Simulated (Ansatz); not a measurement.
**Meshes and cutoff for the phonons of BaAlPb (built on the sites of a database entry of BaAlGe)**

Aim: how dense must the meshes and how high the cutoff be for the phonons of BaAlPb (built on the sites of a database entry of BaAlGe)?

Program: Ansatz 0.2.0. Level of theory: DFT LDA, scalar-relativistic, plane waves, PAW. Results are calculated unless marked as measured.

Most raw output is cut from this account.

The structure was built from a prototype and need not be the compound's stable phase.

## (1) The starting structure

The structure is hexagonal, space group P-6m2 (No. 187). Conventional cell: a = 4.676 Å, b = 4.676 Å, c = 4.972 Å, α = 90.00°, β = 90.00°, γ = 120.00°. Nearest to Ba lie 6 Pb at 3.67 Å and 6 Al at 3.67 Å. Nearest to Al lie 3 Pb at 2.70 Å and 6 Ba at 3.67 Å. Nearest to Pb lie 3 Al at 2.70 Å and 6 Ba at 3.67 Å. Farther neighbours are not listed.

## (2) Tight relaxation

Phonons need a cell at rest on their own settings, so the relaxation is repeated with tight tolerances on forces and stress, using the mesh and the filling of the phonon run that follows.

input.yaml reads:

```yaml
crystal:
  lattice:
    - [4.6758578311, -3.0211e-06, 0.0]
    - [-2.3379262992, 4.0494131768, 0.0]
    - [0.0, 0.0, 4.9716626409]
  atoms:
    - { symbol: Ba, position: [0.0, 0.0, 0.0] }
    - { symbol: Al, position: [0.6666666667, 0.3333333333, 0.5] }
    - { symbol: Pb, position: [0.3333333333, 0.6666666667, 0.5] }
kpoints:
  mp_grid: { grid: [12, 12, 8] }
hamiltonian:
  xc: lda
scf:
  occupations: { method: methfessel_paxton, width: 0.2 }
output:
  forces: true
  stress: true
  eigenvalues: true
relax:
  adjacent_minimum: "off"
  f_tol: 0.001
  max_steps: 60
  cell: { stress_tol: 0.01 }
```

Started as:

```
$ ansatz run input.yaml --threads 8 --pin off --max-ram 14336MiB --backend cpu --events-out ev --progress --plain --runs-dir out
```

The job ended after 6.7 s (8 threads of Arm Neoverse V2, shared host; peak memory 0.54 GiB).

Little changed from the start: no atom moved by 0.005 Å and no cell edge by 0.1 %.

Numbers from this step:

```yaml
pressure: 1.13e-4 GPa
volume_per_atom: 31.39 Å³
gap_on_the_k_mesh: 0 eV
```

The forces vanish by symmetry and the pressure is 0.000 GPa, within the tolerances set. The cell now holds 31.39 Å³/atom.

## (3) Response at finite wavevector

Stability and thermal properties need the whole zone. Linear response on a 3×3×2 q mesh gives force constants as far as a supercell of that size would.

input.yaml reads:

```yaml
crystal:
  lattice:
    - [4.6766645415, -3.0216e-06, 0.0]
    - [-2.3383296539, 4.0501118087, 0.0]
    - [0.0, 0.0, 4.9719999383]
  atoms:
    - { symbol: Ba, position: [0.0, 0.0, 0.0] }
    - { symbol: Al, position: [0.6666666667, 0.3333333333, 0.5] }
    - { symbol: Pb, position: [0.3333333333, 0.6666666667, 0.5] }
kpoints:
  mp_grid: { grid: [12, 12, 8] }
hamiltonian:
  xc: lda
scf:
  occupations: { method: methfessel_paxton, width: 0.2 }
output:
  eigenvalues: true
phonons:
  method: dfpt
  qmesh: [3, 3, 2]
  temperatures: { t_max: 1000, t_step: 50 }
  qpath:
    path:
      - [[0.0, 0.0, 0.0], [0.5, 0.0, 0.0], [0.33333333, 0.33333333, 0.0], [0.0, 0.0, 0.0], [0.0, 0.0, 0.5], [0.5, 0.0, 0.5], [0.33333333, 0.33333333, 0.5], [0.0, 0.0, 0.5]]
      - [[0.5, 0.0, 0.5], [0.5, 0.0, 0.0]]
      - [[0.33333333, 0.33333333, 0.5], [0.33333333, 0.33333333, 0.0]]
    npoints: 10
```

It took 5.9 min on 8 threads; peak memory 3.2 GiB.

Numbers from this step:

```yaml
sum_rule_residual_before_enforcement: 6.94e-5 eV/Å²
lowest_frequency_on_the_path: -95.07 cm⁻¹
point_group: -6m2
highest_frequency_on_the_path_or_at_a_solved_wavevector: 282.3 cm⁻¹
highest_optical_mode_at_the_zone_centre_no_lo_to_term: 282.3 cm⁻¹
lowest_optical_zone_centre_mode: -60.35 cm⁻¹
lowest_mode_on_the_q_mesh_acoustic_modes_at_gamma_apart: -95.07 cm⁻¹
```

Frequencies (cm⁻¹) solved at each irreducible wavevector; negative means imaginary. Frequencies by wavevector, by row:

```
q in reciprocal lattice units  star  mode 1  mode 2  mode 3  mode 4  mode 5  mode 6  mode 7  mode 8  mode 9
                        0 0 0     1   -60.4       0       0       0    88.2    88.2   102.5   282.3   282.3
                     0 0 -0.5     1   -83.5    53.1    53.1    66.2    76.3    76.3    92.4   282.3   282.3
                   0 0.3333 0     6   -62.5    44.9    45.6    73.1    80.3      89    93.5   276.8   276.9
                0 0.3333 -0.5     6   -93.2    39.6    56.5    73.4    73.6    78.7   101.6   274.5   275.5
              0.3333 0.3333 0     2   -44.9    36.6    61.7      63    70.7    86.7   102.9   264.3   273.3
           0.3333 0.3333 -0.5     2   -95.1    27.4    60.3      78    84.5    89.2    98.8   270.1   275.5
```

Interpolated from a 3×3×2 q mesh. Phonon branches along the path, in cm⁻¹:

```
    point  branch 1  branch 2  branch 3  branch 4  branch 5  branch 6  branch 7  branch 8  branch 9
        Γ       -60         0         0         0        88        88       102       282       282
  halfway       -64        38        39        65        84        85        98       279       280
        M       -57        48        51        71        76        88       100       273       274
  halfway       -53        44        54        69        73        88       101       268       274
        K       -45        37        62        63        71        87       103       264       273
  halfway       -63        41        43        72        81        86        96       277       279
        Γ       -60         0         0         0        88        88       102       282       282
  halfway       -72        34        34        44        84        84        99       282       282
        A       -84        53        53        66        76        76        92       282       282
  halfway       -91        48        56        67        73        78        99       277       278
        L       -94        28        56        75        79        80       104       273       274
  halfway       -95        28        58        76        82        83       102       271       275
        H       -95        27        60        78        84        89        99       270       276
  halfway       -92        44        58        70        74        79       100       275       277
        A       -84        53        53        66        76        76        92       282       282
jump to L       -94        28        56        75        79        80       104       273       274
  halfway       -77        36        53        75        75        84       103       273       273
        M       -57        48        51        71        76        88       100       273       274
jump to H       -95        27        60        78        84        89        99       270       276
  halfway       -75        32        62        70        78        88       101       267       274
        K       -45        37        62        63        71        87       103       264       273
```

Symmetry leaves 6 wavevectors to solve. The lowest mode among them, the acoustic zeros apart, lies at q = (0.333, 0.333, -0.5) and is imaginary, 95.1i cm⁻¹, so the energy falls along it.

## (4) Another q mesh, q mesh 2×2×1

The q mesh is changed to 2×2×1, to see how far the force constants must reach.

input.yaml: that of step 3 with these lines changed.

```diff
@@ -19,3 +19,3 @@
   method: dfpt
-  qmesh: [3, 3, 2]
+  qmesh: [2, 2, 1]
   temperatures: { t_max: 1000, t_step: 50 }
```

Elapsed: 82 s, on 8 threads; peak memory 1.9 GiB; 10 min of CPU time.

This step gave:

```
lowest mode on the q mesh (acoustic modes at Γ apart)         : -60.35 cm⁻¹
highest frequency at a solved wavevector (no LO-TO term at Γ) : 282.3 cm⁻¹
```

Frequencies (cm⁻¹) solved at each irreducible wavevector; negative means imaginary. Frequencies by wavevector, by row:

```
q in reciprocal lattice units  star  mode 1  mode 2  mode 3  mode 4  mode 5  mode 6  mode 7  mode 8  mode 9
                        0 0 0     1   -60.4       0       0       0    88.2    88.2   102.5   282.3   282.3
                     0 -0.5 0     3   -56.2    49.6      53    72.7    77.4    89.6   100.9   275.9   276.5
```

## (5) Another k mesh, k-mesh 4×4×2, q mesh 2×2×2

The k mesh is changed to 4×4×2 on a small fixed q mesh, to find the coarsest that serves.

input.yaml: that of step 4 with these lines changed.

```diff
@@ -10,3 +10,3 @@
 kpoints:
-  mp_grid: { grid: [12, 12, 8] }
+  mp_grid: { grid: [4, 4, 2] }
 hamiltonian:
@@ -19,3 +19,3 @@
   method: dfpt
-  qmesh: [2, 2, 1]
+  qmesh: [2, 2, 2]
   temperatures: { t_max: 1000, t_step: 50 }
```

Run time: 14 s. Hardware: 8 threads; peak memory 0.57 GiB; 95 s of CPU time.

The run finished; it serves as a test, and its numbers are not taken as the result.

## (6) Another k mesh, k-mesh 6×6×4, q mesh 2×2×2

The k mesh is changed to 6×6×4 on a small fixed q mesh, to find the coarsest that serves.

input.yaml: that of step 5 with these lines changed.

```diff
@@ -10,3 +10,3 @@
 kpoints:
-  mp_grid: { grid: [4, 4, 2] }
+  mp_grid: { grid: [6, 6, 4] }
 hamiltonian:
```

It took 32 s on 8 threads; peak memory 0.72 GiB; 3.9 min of CPU time.

The run finished; it serves as a test, and its numbers are not taken as the result.

## (7) Another k mesh, k-mesh 8×8×6, q mesh 2×2×2

The k mesh is changed to 8×8×6 on a small fixed q mesh, to find the coarsest that serves.

input.yaml: that of step 6 with these lines changed.

```diff
@@ -10,3 +10,3 @@
 kpoints:
-  mp_grid: { grid: [6, 6, 4] }
+  mp_grid: { grid: [8, 8, 6] }
 hamiltonian:
```

Elapsed: 69 s, on 8 threads; peak memory 1 GiB; 8.7 min of CPU time.

The highest optical mode at the zone centre (no LO-TO term) is 283.9 cm⁻¹, +1.6 cm⁻¹ against the base run.

## (8) Another k mesh, q mesh 2×2×2

The k mesh is changed to 12×12×8 on a small fixed q mesh, to find the coarsest that serves.

input.yaml: that of step 7 with these lines changed.

```diff
@@ -10,3 +10,3 @@
 kpoints:
-  mp_grid: { grid: [8, 8, 6] }
+  mp_grid: { grid: [12, 12, 8] }
 hamiltonian:
```

It took 2.8 min on 8 threads; peak memory 1.9 GiB; 21 min of CPU time.

The highest optical mode at the zone centre (no LO-TO term) is 282.3 cm⁻¹, +0.0 cm⁻¹ against the base run.

## (9) Another k mesh, k-mesh 18×18×12, q mesh 2×2×2

The k mesh is changed to 18×18×12 on a small fixed q mesh, to find the coarsest that serves.

input.yaml: that of step 8 with these lines changed.

```diff
@@ -10,3 +10,3 @@
 kpoints:
-  mp_grid: { grid: [12, 12, 8] }
+  mp_grid: { grid: [18, 18, 12] }
 hamiltonian:
```

Run time: 8.4 min. Hardware: 8 threads; peak memory 4.8 GiB.

Frequencies (cm⁻¹) solved at each irreducible wavevector; negative means imaginary. Frequencies by wavevector, by row:

```
q in reciprocal lattice units  star  mode 1  mode 2  mode 3  mode 4  mode 5  mode 6  mode 7  mode 8  mode 9
                        0 0 0     1   -61.8       0       0       0      88      88     103   283.5   283.5
                     0 0 -0.5     1     -85      53      53    65.5    76.1    76.1    93.5   282.7   282.7
                     0 -0.5 0     3   -51.4    51.1    53.1    72.8    77.3    89.7   100.8   275.9   276.6
                  0 -0.5 -0.5     3   -90.8    32.1    56.5    72.1    77.6      85   104.2   271.3   277.4
```

The highest optical mode at the zone centre (no LO-TO term) is 283.5 cm⁻¹, +1.2 cm⁻¹ against the base run.

## (10) The series together

Times are for 8 threads of Arm Neoverse V2, shared host. Results by setting:

```
no.    k-mesh  lowest mode on the q mesh (acoustic modes at Γ apart) (cm⁻¹)  highest frequency on the path or at a solved wavevector (cm⁻¹)     time  memory (GiB)
  1     8×8×6                                                        -94.11                                                           283.9     69 s             1
  2   12×12×8                                                        -88.62                                                           282.3  2.8 min           1.9
  3  18×18×12                                                        -90.84                                                           283.5  8.4 min           4.8
```

The runs together. Phonon density of states against wavenumber; read off at these points; values in 1/cm⁻¹/cell:

```
wavenumber (cm⁻¹)    8×8×6  12×12×8  18×18×12
              -98   1.9e-4        -         -
              -78   0.0198   0.0237    0.0206
              -62   0.0309   0.0294    0.0236
              -42        0   8.7e-4   0.00337
              -28        0        0         0
               -8        0        0         0
               12  0.00151  0.00157   0.00156
               28   0.0174   0.0144    0.0139
               38   0.0853   0.0908    0.0863
               48    0.042   0.0422    0.0439
               58   0.0689   0.0618    0.0657
               68   0.0192   0.0192    0.0186
               78    0.188    0.201     0.203
               82    0.139    0.145     0.145
              102    0.122    0.103     0.111
              118        0        0         0
              138        0        0         0
              158        0        0         0
              172        0        0         0
              192        0        0         0
              212        0        0         0
              228        0        0         0
              248        0        0         0
              262        0        0         0
              278    0.203    0.221     0.206
              282   0.0853    0.064    0.0855
```

The runs together, line Al. Table of partial phonon density of states, Al by wavenumber; read off at these points; values in 1/cm⁻¹/cell:

```
wavenumber (cm⁻¹)    8×8×6  12×12×8  18×18×12
           -100.0  0.00139        -         -
            -89.3   0.0299   0.0169    0.0225
            -84.2   0.0188   0.0314    0.0276
            -80.0   0.0212   0.0220    0.0171
            -60.0   0.0163   0.0213    0.0178
            -40.0   7.6e-5   5.8e-4   0.00255
            -20.0        0        0    7.4e-7
              0.0   1.0e-5   1.0e-5    1.0e-5
             20.0   3.7e-4   3.9e-4    3.8e-4
             40.0  0.00610  0.00640   0.00650
             60.0  0.00470  0.00436   0.00458
             80.0  0.00324  0.00328   0.00327
            100.0  0.00472  0.00466   0.00476
            120.0        0        0         0
            140.0        0        0         0
            160.0        0        0         0
            180.0        0        0         0
            200.0        0        0         0
            220.0        0        0         0
            240.0        0        0         0
            260.0   2.9e-4   7.5e-4    3.1e-4
            280.0    0.150    0.140     0.150
            300.0        0        -         -
```

## (11) Another cutoff, cutoff 170 eV, q mesh 2×2×2

The cutoff is set to 170 eV on a small fixed q mesh.

input.yaml: that of step 9 with these lines changed.

```diff
@@ -10,3 +10,3 @@
 kpoints:
-  mp_grid: { grid: [18, 18, 12] }
+  mp_grid: { grid: [12, 12, 8] }
 hamiltonian:
@@ -27 +27,3 @@
     npoints: 10
+basis:
+  ecutwfc: 170
```

Wall time 54 s (8 threads); peak memory 0.91 GiB; 6.4 min of CPU time.

The run finished; it serves as a test, and its numbers are not taken as the result.

## (12) Another cutoff, cutoff 230 eV, q mesh 2×2×2

The cutoff is set to 230 eV on a small fixed q mesh.

input.yaml: that of step 11 with these lines changed.

```diff
@@ -28,2 +28,2 @@
 basis:
-  ecutwfc: 170
+  ecutwfc: 230
```

Run time: 80 s. Hardware: 8 threads; peak memory 1.1 GiB.

The run finished; it serves as a test, and its numbers are not taken as the result.

## (13) Another cutoff, cutoff 290 eV, q mesh 2×2×2

The cutoff is set to 290 eV on a small fixed q mesh.

input.yaml: that of step 12 with these lines changed.

```diff
@@ -28,2 +28,2 @@
 basis:
-  ecutwfc: 230
+  ecutwfc: 290
```

It took 1.9 min on 8 threads; peak memory 1.3 GiB.

The run finished; it serves as a test, and its numbers are not taken as the result.

## (14) Another cutoff, cutoff 360 eV, q mesh 2×2×2

The cutoff is set to 360 eV on a small fixed q mesh.

input.yaml: that of step 13 with these lines changed.

```diff
@@ -28,2 +28,2 @@
 basis:
-  ecutwfc: 290
+  ecutwfc: 360
```

It took 2.4 min on 8 threads; peak memory 1.6 GiB; 18 min of CPU time.

The highest optical mode at the zone centre (no LO-TO term) is 282.6 cm⁻¹, +0.3 cm⁻¹ against the base run.

## (15) Another cutoff, cutoff 550 eV, q mesh 2×2×2

The cutoff is set to 550 eV on a small fixed q mesh.

input.yaml: that of step 14 with these lines changed.

```diff
@@ -28,2 +28,2 @@
 basis:
-  ecutwfc: 360
+  ecutwfc: 550
```

Run time: 4.3 min. Hardware: 8 threads; peak memory 2.6 GiB.

The highest optical mode at the zone centre (no LO-TO term) is 282.3 cm⁻¹, +0.0 cm⁻¹ against the base run.

## (16) Summary of results

```yaml
highest_optical_mode_at_the_zone_centre_no_lo_to_term_k_mesh_4x4x2: 285 cm⁻¹
highest_optical_mode_at_the_zone_centre_no_lo_to_term_k_mesh_6x6x4: 281 cm⁻¹
highest_optical_mode_at_the_zone_centre_no_lo_to_term_k_mesh_8x8x6: 284 cm⁻¹
highest_optical_mode_at_the_zone_centre_no_lo_to_term_k_mesh_12x12x8: 282 cm⁻¹
highest_optical_mode_at_the_zone_centre_no_lo_to_term_k_mesh_18x18x12: 283 cm⁻¹
highest_optical_mode_at_the_zone_centre_no_lo_to_term_cutoff_170_ev: 317 cm⁻¹
highest_optical_mode_at_the_zone_centre_no_lo_to_term_cutoff_230_ev: 278 cm⁻¹
highest_optical_mode_at_the_zone_centre_no_lo_to_term_cutoff_290_ev: 282 cm⁻¹
highest_optical_mode_at_the_zone_centre_no_lo_to_term_cutoff_360_ev: 283 cm⁻¹
highest_optical_mode_at_the_zone_centre_no_lo_to_term_cutoff_550_ev: 282 cm⁻¹
```

The base run has imaginary modes (down to 95i cm⁻¹), and the series also tests whether they stay. Over the whole k mesh series, coarse runs included, the lowest mode on the q mesh (acoustic modes at Γ apart) runs from -102.5 to -70.0 cm⁻¹; the two finest runs still differ by up to 4.8 cm⁻¹ in a solved mode, so convergence is not shown. Over the whole cutoff series, coarse runs included, the lowest mode on the q mesh (acoustic modes at Γ apart) runs from -114.1 to -88.6 cm⁻¹; from 360 eV on all solved modes stay within 0.3 cm⁻¹ of the finest run (550 eV), against a tolerance of 2.8. All runs share the cell relaxed at the base settings, which is not exactly at rest under another k mesh or cutoff. With no gap, or one that is small against the smearing, the frequencies hang on the k mesh and the smearing, most of all near Kohn anomalies. The phonon runs are without spin polarisation, although the cell has an odd electron count. Spin-orbit coupling is left out, which can matter for the heavy elements here. The starting cell was built on a prototype and not taken from a measurement, so the phase need not exist. These are harmonic frequencies at zero temperature: anharmonic shifts, linewidths and thermal expansion are left out.

[Logs are printed without paths, hosts, clocks, repeated set-up lines and the standing remarks that a program may print on its own settings, such as how far it seeks lower states.]

[Hosts, paths, dates, database ids (printed as entryN), source tags and the programs' standing remarks are cut or masked in the printed files.]
